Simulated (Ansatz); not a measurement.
# Phonons of HfGeB in the AlB2 type, part 2 of 3

The plan: relax HfGeB in the AlB2 type, check its phonons, and, if the lattice is stable, compute its Eliashberg function and ρ(T).

Ansatz 0.2.0; DFT LDA, scalar-relativistic, plane waves, PAW; PAW set soft_1.

So far. Step 2 (Rough relaxation): The largest force is now zero by symmetry and the largest stress component 0.28 GPa. Step 3 (Relaxing cell and atoms): The largest force is now zero by symmetry and the largest stress component 0.0035 GPa. The relaxed cell has a = 3.546, c = 3.607 Å (conventional setting).

The structure was built from a prototype and need not be the compound's stable phase.

**4. Tight relaxation**

No force is left; the cell is relaxed once more with another smearing and tight thresholds.

input.yaml

```yaml
crystal:
  lattice:
    - [3.5458541764, 0.0, 0.0]
    - [-1.7729270882, 3.0707997949, 0.0]
    - [0.0, 0.0, 3.6073952892]
  atoms:
    - { symbol: Hf, position: [0.0, 0.0, 0.0] }
    - { symbol: B, position: [0.3333333333, 0.6666666667, 0.5] }
    - { symbol: Ge, position: [0.6666666667, 0.3333333333, 0.5] }
kpoints:
  mp_grid: { grid: [9, 9, 8] }
hamiltonian:
  xc: lda
  pseudopotentials: { kind: paw, azcp: { folder: soft_1 }, xc_functional: pbe }
scf:
  occupations: { method: methfessel_paxton, width: 0.2 }
output:
  forces: true
  stress: true
  eigenvalues: true
relax:
  adjacent_minimum: "off"
  f_tol: 0.001
  max_steps: 60
  cell: { stress_tol: 0.01 }
```

Command:

```console
$ ansatz run input.yaml --threads 4 --pin off --max-ram 12288MiB --backend cpu --events-out ev --progress --plain --runs-dir out
```

Numbers of over 12 decimals in the logs are rounded to 6 here.

The program printed:

```text
[the first part of the log is left out]
  E_paw        = -9462.761207  (= ΣΔE_a)
  E_vpaw       = -367.133534  (= ΣTr[D̂ρ^β])
  E_aug_tail   = 0.000127  (compensation charges beyond the density's cutoff)
  E_ewald      = -6733.238068
  E_core_change = 4.411249  (= ΣΔE_core)
  E_smearing   = -0.002910  (= −TS)
  E_closure    = -0.000000  (closes the sum)
  Σ components = -19843.423191   (vs F -19843.423191, Δ=0.00e0)
[...]
--- Stress (GPa, compression-positive) ---
       -0.001171       0.000000      -0.000000
        0.000000      -0.001171      -0.000000
       -0.000000      -0.000000      -0.000215
  P = ⅓ Tr σ = -0.0009 GPa (-0.009 kbar)
--- Band table (eV; the first three rows and the last of 60) ---
[...]
--- Relaxed structure (3 steps of the walk, 3 accepted, 1 SCFs on fresh bases) ---
[...]
cell:  # Å, volume = 39.2762 Å³
    - [3.544837, 0.0, 0.0]
    - [-1.772418, 3.069919, 0.0]
    - [0.0, 0.0, 3.609162]
  atoms:
    - { symbol: Hf, position: [0, 0, 0.0] }
    - { symbol: B, position: [0.333333, 0.666667, 0.5] }
    - { symbol: Ge, position: [0.666667, 0.333333, 0.5] }
```

The job ended after 7.1 s (4 threads of Arm Neoverse V2, shared host; peak memory 0.43 GiB; 26 s of CPU time).

Little changed from the start: no atom moved by 0.005 Å and no cell edge by 0.1 %.

This step gave:

- pressure: -8.52e-4 GPa

The largest force is now zero by symmetry and the largest stress component 0.0012 GPa, small enough for phonons.

**5. Phonons: q 2×2×2, k 6×6×4**

Couplings are defined for a stable lattice alone, so phonons come first.

input.yaml

```yaml
crystal:
  lattice:
    - [3.544836966, 0.0, 0.0]
    - [-1.772418483, 3.0699188648, 0.0]
    - [0.0, 0.0, 3.6091622156]
  atoms:
    - { symbol: Hf, position: [0.0, 0.0, 0.0] }
    - { symbol: B, position: [0.3333333333, 0.6666666667, 0.5] }
    - { symbol: Ge, position: [0.6666666667, 0.3333333333, 0.5] }
kpoints:
  mp_grid: { grid: [6, 6, 4] }
hamiltonian:
  xc: lda
  pseudopotentials: { kind: paw, azcp: { folder: soft_1 }, xc_functional: pbe }
scf:
  occupations: { method: methfessel_paxton, width: 0.2 }
output:
  eigenvalues: true
phonons:
  method: dfpt
  qmesh: [2, 2, 2]
  temperatures: { t_max: 1000, t_step: 50 }
  qpath:
    path:
      - [[0.0, 0.0, 0.0], [0.5, 0.0, 0.0], [0.33333333, 0.33333333, 0.0], [0.0, 0.0, 0.0], [0.0, 0.0, 0.5], [0.5, 0.0, 0.5], [0.33333333, 0.33333333, 0.5], [0.0, 0.0, 0.5]]
      - [[0.5, 0.0, 0.5], [0.5, 0.0, 0.0]]
      - [[0.33333333, 0.33333333, 0.5], [0.33333333, 0.33333333, 0.0]]
    npoints: 10
```

The program printed:

```text
[...]
Crystal: 3 atoms, lattice volume = 39.276 Å³
Basis set: ecut = 420 eV, 763 PW (Γ), exchange–correlation on 48×48×50 points (8 copies of the dense FFT grid, shifted against one another)
Bands: 26, of which v1, the nominal top of the filled ones, is band 22 counted from 1 (21 counted from 0)
Symmetry: 12 space group operations
k-points: 21 of 144 (time reversal used)
[...]
SCF iter   1: F=—  HF=-19844.062688 eV  |F-HF|=—  |Δ(HF+E_count)|=         —  Δρ=5.65e-2  dr2=1.56e0  ethr=3.10e-3  ⟨swp⟩=4.5  Hψ=1946  notcnv=0
[...]
SCF iter  12: F=-19843.483598 eV  HF=-19843.483598 eV  |F-HF|=7.28e-12  |Δ(HF+E_count)|=  6.91e-11  S|Δr|=    0.00e0  Δρ=1.22e-7  dr2=6.53e-12  ethr=1.00e-12  ⟨swp⟩=6.0  Hψ=3033  notcnv=0
SCF 1 converged in 12 iterations: F = -19843.483598 eV  dr2 = 6.53e-12
[...]
phonons: the bands overlap, so this run is a metal and interpolates without the dipole-dipole term. If the crystal is really an insulator or semiconductor, its LO-TO splitting is missing
NSCF: frozen V_eff on 21 k-points
[...]
DFPT response loops at q = (0, 0, 0) (fractional): preconditioner auto → Kerker (q_TF=auto, 2.770 Å⁻¹) (partly filled bands, converged f_vac=0.000); β = 1.00, the filter's whole step (`scf.mixing.beta` (0.50) is not read by the response loops under this deck's `scf.mixing.preconditioner`; to damp them name `kerker` or `kerker_dos`, under which they read `scf.mixing.beta`, and type it under 1.00, their step now; both keys bind the ground state too); Broyden in place of MSR1
[...]
SCF converged after 12 iterations
Stability not checked: this state was not tested for a lower state beside it, because cold or Methfessel-Paxton smearing, or corrected tetrahedra, fill the levels in a way that the test cannot read (fill_not_monotonic; see scf.lower_state_search)
Free energy (F): -19843.483598 eV
[...]
Internal energy: -19843.487187 eV  (E = F + TS)
E sigma→0 (E₀):  -19843.484495 eV
Entropy (-TS):   0.003589 eV (1.196 meV/atom)
Fermi energy:    18.908298 eV
[...]
--- Band table (eV; the first three rows and the last of 21) ---
  k-point 0: bands = [... 18 lower, 14.5479, 15.4384, 15.5270, 19.3545, 20.4485, 20.4485, 20.7322, 20.7322]
  k-point 1: bands = [... 18 lower, 15.1411, 15.1411, 18.0174, 18.0174, 18.3219, 19.8357, 20.2786, 20.2786]
  k-point 2: bands = [... 18 lower, 16.1600, 16.1600, 17.1555, 17.1555, 18.3833, 18.3833, 20.4059, 20.8935]
  k-point 20: bands = [... 18 lower, 12.2791, 14.1418, 14.6786, 20.0263, 21.7967, 21.9521, 22.3245, 22.9901]
--- Phonons (Γ-DFPT): 6 representative perturbations + reference (Σ response iterations 18) ---
  ASR residual: 4.720e-5 → 0.000e0 eV/Å²; symmetrization residual: 2.057e-6 eV/Å²
  ASR residual per site (eV/Å²): 4.72e-5 4.53e-5 2.62e-5
  Γ frequencies (cm⁻¹): -111.87 0.00 0.00 0.00 144.14 144.14 241.19 581.10 581.10
--- Phonons (arbitrary-q DFPT): 4 irreducible q on the 2×2×2 mesh ---
  q = [0.0000, 0.0000, 0.0000] (star 1, of the zone-centre solve; hermiticity 2.38e-7, symmetrization 2.10e-12): -111.87 -0.00 -0.00 0.00 144.14 144.14 241.19 581.10 581.10
  q = [0.0000, 0.0000, -0.5000] (star 1, 6 solved perturbations in 180 linear systems a pass and spin channel, the states on 39 of 144 k-point pairs; hermiticity 2.44e-7, symmetrization 1.92e-12): 68.16 68.16 131.92 160.03 165.55 165.55 278.93 585.18 585.18
  q = [0.0000, -0.5000, 0.0000] (star 3, 9 solved perturbations on 39 of 144 k-point pairs; hermiticity 2.48e-5, symmetrization 6.04e-6): -129.08 55.23 105.80 109.88 188.21 190.43 259.44 546.84 600.18
[...]
sum rule: each row above includes the acoustic sum rule's correction from the zone centre's row sums; it moved no ω² by more than (1.07 cm⁻¹)²
  mesh force constants: q→R imaginary residual 1.54e-17; ASR residual 4.720e-5 → 0.000e0 eV/Å²; symmetrization residual 1.421e-14 eV/Å²
  interpolated dispersion: 93 rows × 9 modes
  density of states and harmonic sums: on the 20×20×18 q-mesh, interpolated from the force constants of a 2×2×2 supercell (no non-analytic term)
  largest difference from the sums on the solved wave vectors: F 1.13e-1 eV, S 1.51e-4 and C_V 3.95e-5 eV/K
  zero-point energy: 0.132803 eV/cell   skipped modes (ω ≤ 0): 195, of them read as no rigid motion or as one in doubt: 192 (4.314e-1 modes/cell left out, lowest -129.08 cm⁻¹)   left out of the sums: 4.80e-2 of the cell's modes: C_V's classical limit lies that fraction below 3 k_B per atom; for a crystal, a wire or a layer, F and S can be off by more, and a phonons.interpolated_qmesh denser along its periods is the remedy for the sampling
```

The job ended after 34 s (4 threads; peak memory 0.5 GiB; 2.1 min of CPU time).

This step gave:

* share of imaginary modes in the plain interpolation between solved wavevectors: 0.0471
* highest frequency, solved or plainly interpolated: 600.2 cm⁻¹

Solved on the 2×2×2 mesh alone; all other wavevectors are interpolated. Phonon branches along the path, in cm⁻¹:

```
    point  branch 1  branch 2  branch 3  branch 4  branch 5  branch 6  branch 7  branch 8  branch 9
        Γ      -112         0         0         0       144       144       241       581       581
  halfway      -121        32        64        81       170       206       222       565       590
        M      -129        55       106       110       188       190       259       547       600
  halfway      -114        73       104       107       176       182       268       551       597
        K       -93        90        99       109       165       170       277       554       594
  halfway      -119        47        69        86       170       215       222       562       592
        Γ      -112         0         0         0       144       144       241       581       581
  halfway        54        54        74       122       154       154       250       583       583
        A        68        68       132       160       166       166       279       585       585
  halfway        58       105       108       156       193       225       261       576       592
        L        65        89       132       145       224       235       284       559       600
  halfway        51        74       129       186       225       235       279       559       597
        H         8        84       125       213       226       234       274       558       594
  halfway        62        91       110       172       200       232       256       574       593
        A        68        68       132       160       166       166       279       585       585
jump to L        65        89       132       145       224       235       284       559       600
  halfway        30        91       101       157       174       210       273       553       600
        M      -129        55       106       110       188       190       259       547       600
jump to H         8        84       125       213       226       234       274       558       594
  halfway        59        90       101       157       194       203       276       556       594
        K       -93        90        99       109       165       170       277       554       594
```

The phonon branches as a text plot (rows in cm⁻¹):

```
    585 |********************************************************
    555 |   *************              **********    ************
    524 |
    494 |
    463 |
    433 |
    403 |
    372 |
    342 |
    312 |
    281 |         ****           ****  ********   *******  ******
    251 |**   ****    **  *******    ****     ****       **
    220 |  ***          **          ** ***********   ***   ***
    190 |  * ******  *****         ****   **  ******   ****  ***
    160 |****     ************************       *******        *
    129 |                      * ***  *********** ***** ** ** *
     99 |    ***********      ***   ******       **  ************
     68 |  *** ****  *****     ************************ ***   **
     38 | *****         **** **            *  *        *    ** *
      8 |**              ****               **             *
    -23 |
    -53 |                                               *
    -84 |          **        *                           *      *
   -114 |**********  ********                             *
         Γ     M    K       Γ     A      L   H      A|L   M|H   K
```

Lowest modes at the softest wavevector of the mesh. Modes at q = (0.500, 0.000, 0.000), with each element's share of the kinetic energy (negative means imaginary):

```
mode  frequency (cm⁻¹)  Hf %  B %  Ge %
   1            -129.1     6   81    13
   2              55.2    76    2    21
   3             105.8    99    0     1
   4             109.9    92    8     0
   5             188.2    24   10    66
   6             190.4     2   11    87
```

Displacements in mode 1 (-129.1 cm⁻¹), the largest set to 1, in the home cell:
```
Hf1  0.00  0.00  0.07
B2   0.00  0.00  1.00
Ge3  0.00  0.00 -0.16
```

Displacements in mode 3 (105.8 cm⁻¹), the largest set to 1, in the home cell:
```
Hf1  1.00  0.58  0.00
B2  -0.04 -0.02  0.00
Ge3  0.12  0.07  0.00
```

Among the solved wavevectors the lowest mode, translations apart, is -129 cm⁻¹, imaginary.

**6. Phonons: q 3×3×2, k 9×9×6**

An imaginary mode on so few k-points may come from the sampling, so the phonons are repeated with another q and k mesh.

Changes to input.yaml since step 5:

```diff
@@ -10,3 +10,3 @@
 kpoints:
-  mp_grid: { grid: [6, 6, 4] }
+  mp_grid: { grid: [9, 9, 6] }
 hamiltonian:
@@ -20,3 +20,3 @@
   method: dfpt
-  qmesh: [2, 2, 2]
+  qmesh: [3, 3, 2]
   temperatures: { t_max: 1000, t_step: 50 }
```

The program printed:

```text
[...]
Crystal: 3 atoms, lattice volume = 39.276 Å³
Basis set: ecut = 420 eV, 763 PW (Γ), exchange–correlation on 48×48×50 points (8 copies of the dense FFT grid, shifted against one another)
Bands: 26, of which v1, the nominal top of the filled ones, is band 22 counted from 1 (21 counted from 0)
Symmetry: 12 space group operations
k-points: 48 of 486 (time reversal used)
[...]
SCF iter   1: F=—  HF=-19843.993359 eV  |F-HF|=—  |Δ(HF+E_count)|=         —  Δρ=5.67e-2  dr2=1.56e0  ethr=3.10e-3  ⟨swp⟩=4.5  Hψ=4438  notcnv=0
[...]
SCF iter  13: F=-19843.420703 eV  HF=-19843.420703 eV  |F-HF|=7.28e-12  |Δ(HF+E_count)|=  3.64e-12  S|Δr|=    0.00e0  Δρ=5.13e-8  dr2=7.97e-13  ethr=1.00e-12  ⟨swp⟩=6.5  Hψ=6142  notcnv=0
SCF 1 converged in 13 iterations: F = -19843.420703 eV  dr2 = 7.97e-13
[...]
SCF converged after 13 iterations
[...]
Free energy (F): -19843.420703 eV
[...]
Internal energy: -19843.422580 eV  (E = F + TS)
E sigma→0 (E₀):  -19843.421172 eV
Entropy (-TS):   0.001877 eV (0.626 meV/atom)
Fermi energy:    18.773252 eV
[...]
--- Band table (eV; the first three rows and the last of 48) ---
  k-point 0: bands = [... 18 lower, 14.5583, 15.4529, 15.5107, 19.3738, 20.4236, 20.4236, 20.7411, 20.7411]
  k-point 1: bands = [... 18 lower, 14.8300, 14.8300, 17.3978, 18.7138, 18.7138, 19.5883, 21.0374, 21.0374]
  k-point 2: bands = [... 18 lower, 15.5696, 15.5696, 17.5064, 17.5064, 19.2335, 19.4167, 19.4167, 20.2255]
  k-point 47: bands = [... 18 lower, 12.2993, 14.1329, 14.6806, 20.0149, 21.7695, 21.9447, 22.3211, 22.9615]
[...]
ASR residual: 1.947e-5 → 0.000e0 eV/Å²; symmetrization residual: 3.226e-6 eV/Å²
  ASR residual per site (eV/Å²): 1.95e-5 1.40e-5 1.43e-5
  Γ frequencies (cm⁻¹): -131.61 0.00 0.00 0.00 146.16 146.16 253.72 555.44 555.44
--- Phonons (arbitrary-q DFPT): 6 irreducible q on the 3×3×2 mesh ---
[...]
interpolated dispersion: 93 rows × 9 modes
[...]
```

Elapsed: 2.8 min, on 4 threads; peak memory 0.84 GiB; 11 min of CPU time.

This step gave:

- share of imaginary modes in the plain interpolation between solved wavevectors: 0.0882
- highest frequency, solved or plainly interpolated: 590.7 cm⁻¹

Solved on the 3×3×2 mesh alone; all other wavevectors are interpolated. The phonon branches at the labelled points (cm⁻¹):

```
    point  branch 1  branch 2  branch 3  branch 4  branch 5  branch 6  branch 7  branch 8  branch 9
        Γ      -132         0         0         0       146       146       254       555       555
  halfway       -39       -12        74        76       165       214       237       541       572
        M       -65        35        97       129       187       199       261       536       590
  halfway       -91        61       102       115       160       188       275       550       587
        K      -125        89       108       114       132       177       285       569       578
  halfway        19        27        70        78       162       229       233       542       574
        Γ      -132         0         0         0       146       146       254       555       555
  halfway        27        27        29        83       154       154       252       546       546
        A       -18       -18        61       146       166       166       266       537       537
  halfway        22        22        41       139       155       209       235       546       550
        L        34        67        81       137       216       229       274       547       554
  halfway       -52        64        96       175       228       259       270       524       579
        H       -69        68       106       204       234       268       292       512       591
  halfway       -32        29        59       154       171       214       235       539       561
        A       -18       -18        61       146       166       166       266       537       537
jump to L        34        67        81       137       216       229       274       547       554
  halfway        35        46        97       167       171       209       268       542       572
        M       -65        35        97       129       187       199       261       536       590
jump to H       -69        68       106       204       234       268       292       512       591
  halfway        43        83        95       180       188       210       277       541       584
        K      -125        89       108       114       132       177       285       569       578
```

The phonon branches as a text plot (rows in cm⁻¹):

```
    576 |  ***************                *******      **********
    546 |**********  *********************      ***********  ***
    515 |                                 ******           **
    485 |
    455 |
    425 |
    395 |
    365 |
    335 |
    305 |                                   *
    275 |       *******          **     *******     *************
    245 |*******       **********  *********** *****       *
    215 |   ****      ***            ** *** ****     **********
    184 |  * *********   *         **  *   *  ******   ****  ****
    154 |****    **  ******************  **     ***** ***     **
    124 |     *******           *    ****            *   **     *
     94 |    ***********       *         *******     ************
     64 |  **    **  ** ***   * ***   ***********   ****   *****
     34 |**   ***      * *** ***   *******      **** ******
      4 |**  *         *   ***  *  **            * *
    -26 |  ***          ***      ***             ****    *   *
    -56 |  *  ***     *       *           *******         ***
    -86 |        **  *   *
   -117 |**        **     ****                                  *
         Γ     M    K       Γ     A      L   H      A|L   M|H   K
```

The modes has structure finer than the step of the table below, so its rows give means over 20 cm⁻¹, whole bins alone (the curve runs from -142 to 618 cm⁻¹). Peaks (cm⁻¹: height): B 235.7: 0.00799, 541.4: 0.0517; Ge -41.3: 0.0034, 159.3: 0.0236, 221.4: 0.0201, 264.4: 0.0192, 546.2: 0.00507; Hf -36.5: 0.0108, 68.6: 0.0269, 159.3: 0.00635.

Phonopy on the run's constants, 19x19x15 mesh, Gaussian sigma 5.4 cm⁻¹. Modes against wavenumber; means over each step; values in 1/cm⁻¹/cell:

```
wavenumber (cm⁻¹)        B       Ge       Hf
             -120   4.3e-4   5.8e-5   7.3e-7
             -100  0.00107   1.5e-4   2.3e-5
              -80  0.00144   3.1e-4   2.4e-4
              -60  0.00217  0.00154  0.00384
              -40  0.00231  0.00318   0.0102
              -20  0.00143  0.00199  0.00750
                0   4.1e-4   8.2e-4  0.00330
               20  0.00132  0.00250   0.0133
               40  0.00136  0.00274   0.0172
               60  0.00187  0.00273   0.0236
               80  0.00280  0.00264   0.0263
              100  0.00220  0.00147   0.0181
              120  0.00320  0.00119  0.00503
              140  0.00601  0.00872  0.00295
              160  0.00697   0.0218  0.00587
              180  0.00523   0.0133  0.00336
              200  0.00433   0.0131  0.00203
              220  0.00539   0.0188  0.00276
              240  0.00688   0.0174  0.00278
              260  0.00288   0.0170  0.00113
              280   8.3e-4  0.00787   3.5e-4
              300   6.9e-5   1.3e-4   6.4e-6
              320        0        0        0
              340        0        0        0
              360        0        0        0
              380        0        0        0
              400        0        0        0
              420        0        0        0
              440        0        0        0
              460        0        0        0
              480        0        0        0
              500   1.4e-4   2.7e-6        0
              520  0.00453   2.1e-4        0
              540   0.0378  0.00342   7.9e-6
              560   0.0248  0.00346   8.8e-6
              580   0.0202  0.00323        0
              600  0.00189   2.9e-4        0
```

No LO-TO term; unit eigenvectors of the mass-weighted matrix. The modes at Γ (shares of kinetic energy by element, %) (negative means imaginary):

```
mode  frequency (cm⁻¹)  symmetry  Hf %  B %  Ge %
   1            -131.6      A2''     0   84    16
   2               0.0   unnamed    68    4    28
   3               0.0   unnamed    68    4    28
   4               0.0   unnamed    68    4    28
   5             146.2        E'    32   12    56
   6             146.2        E'    32   12    56
   7             253.7      A2''    32   12    56
   8             555.4        E'     0   84    16
   9             555.4        E'     0   84    16
```

Displacements in mode 1 (-131.6 cm⁻¹), the largest set to 1:
```
Hf1  0.00  0.00  0.01
B2   0.00  0.00  1.00
Ge3  0.00  0.00 -0.17
```

Displacements in mode 6 (146.2 cm⁻¹), the largest set to 1:
```
Hf1  0.04 -0.40  0.00
B2  -0.11  1.00  0.00
Ge3 -0.09  0.83  0.00
```

Among the solved wavevectors the lowest mode, translations apart, is -132 cm⁻¹, imaginary.

[end of part 2 of 3]

[Logs are printed without paths, hosts, clocks, repeated set-up lines and the standing remarks that a program may print on its own settings, such as how far it seeks lower states.]

[Hosts, paths, dates, database ids (printed as entryN), source tags and the programs' standing remarks are cut or masked in the printed files.]
